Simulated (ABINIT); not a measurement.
Planning a run of ABINIT 10.8.3 on SnO2 (Cassiterite). The input:

```
acell 3*1.0 Angstrom
rprim 
  4.738000000000 0.000000000000 0.000000000000
  0.000000000000 4.738000000000 0.000000000000
  0.000000000000 0.000000000000 3.186500000000
ntypat 2
znucl 50 8
natom 6
typat 1 1 2 2 2 2
xred 
  0.000000000000 0.000000000000 0.000000000000
  0.500000000000 0.500000000000 0.500000000000
  0.307100000000 0.307100000000 0.000000000000
  0.192900000000 0.807100000000 0.500000000000
  0.692900000000 0.692900000000 0.000000000000
  0.807100000000 0.192900000000 0.500000000000
pp_dirpath "pseudos"
pseudos "Sn.upf, O.upf"
ecut 42
ngkpt 4 4 6
nshiftk 1
shiftk 0 0 0
kptopt 1
chksymbreak 0
nband 41
occopt 1
tolvrs 1e-10
nstep 60
prtwf 0
indata_prefix "in"
outdata_prefix "out"
tmpdata_prefix "tmp"
```

```sh
OMP_NUM_THREADS=1 mpirun -n 4 abinit run.abi > log
```

Question: Estimate wall time and host memory on 4 MPI ranks of Arm Neoverse V1, shared host.

It took 71 s; on shared hardware allow 35 s to 2.4 min. Peak host memory was 0.42 GiB.

[Paths, hosts, dates, memory and timing lines, banners, echoed tables and standing remarks are left out of the program output.]

[Logs are printed without paths, hosts, clocks, repeated set-up lines and the standing remarks that a program may print on its own settings, such as how far it seeks lower states.]

[Runs of the session that timed out or met a known fault of the program may be left out.]

[Hosts, paths, dates, database ids (printed as entryN), source tags and the programs' standing remarks are cut or masked in the printed files.]

[G0W0 gaps are taken among the corrected bands and points alone; a level outside them can change the order at an edge.]

[Where Ansatz stands beside ABINIT at settings called matched, ABINIT's density can come from a denser mesh and the files from another edition; pairs whose starting gaps differed by over 0.03 eV were left out, so agreement reads better than it is.]
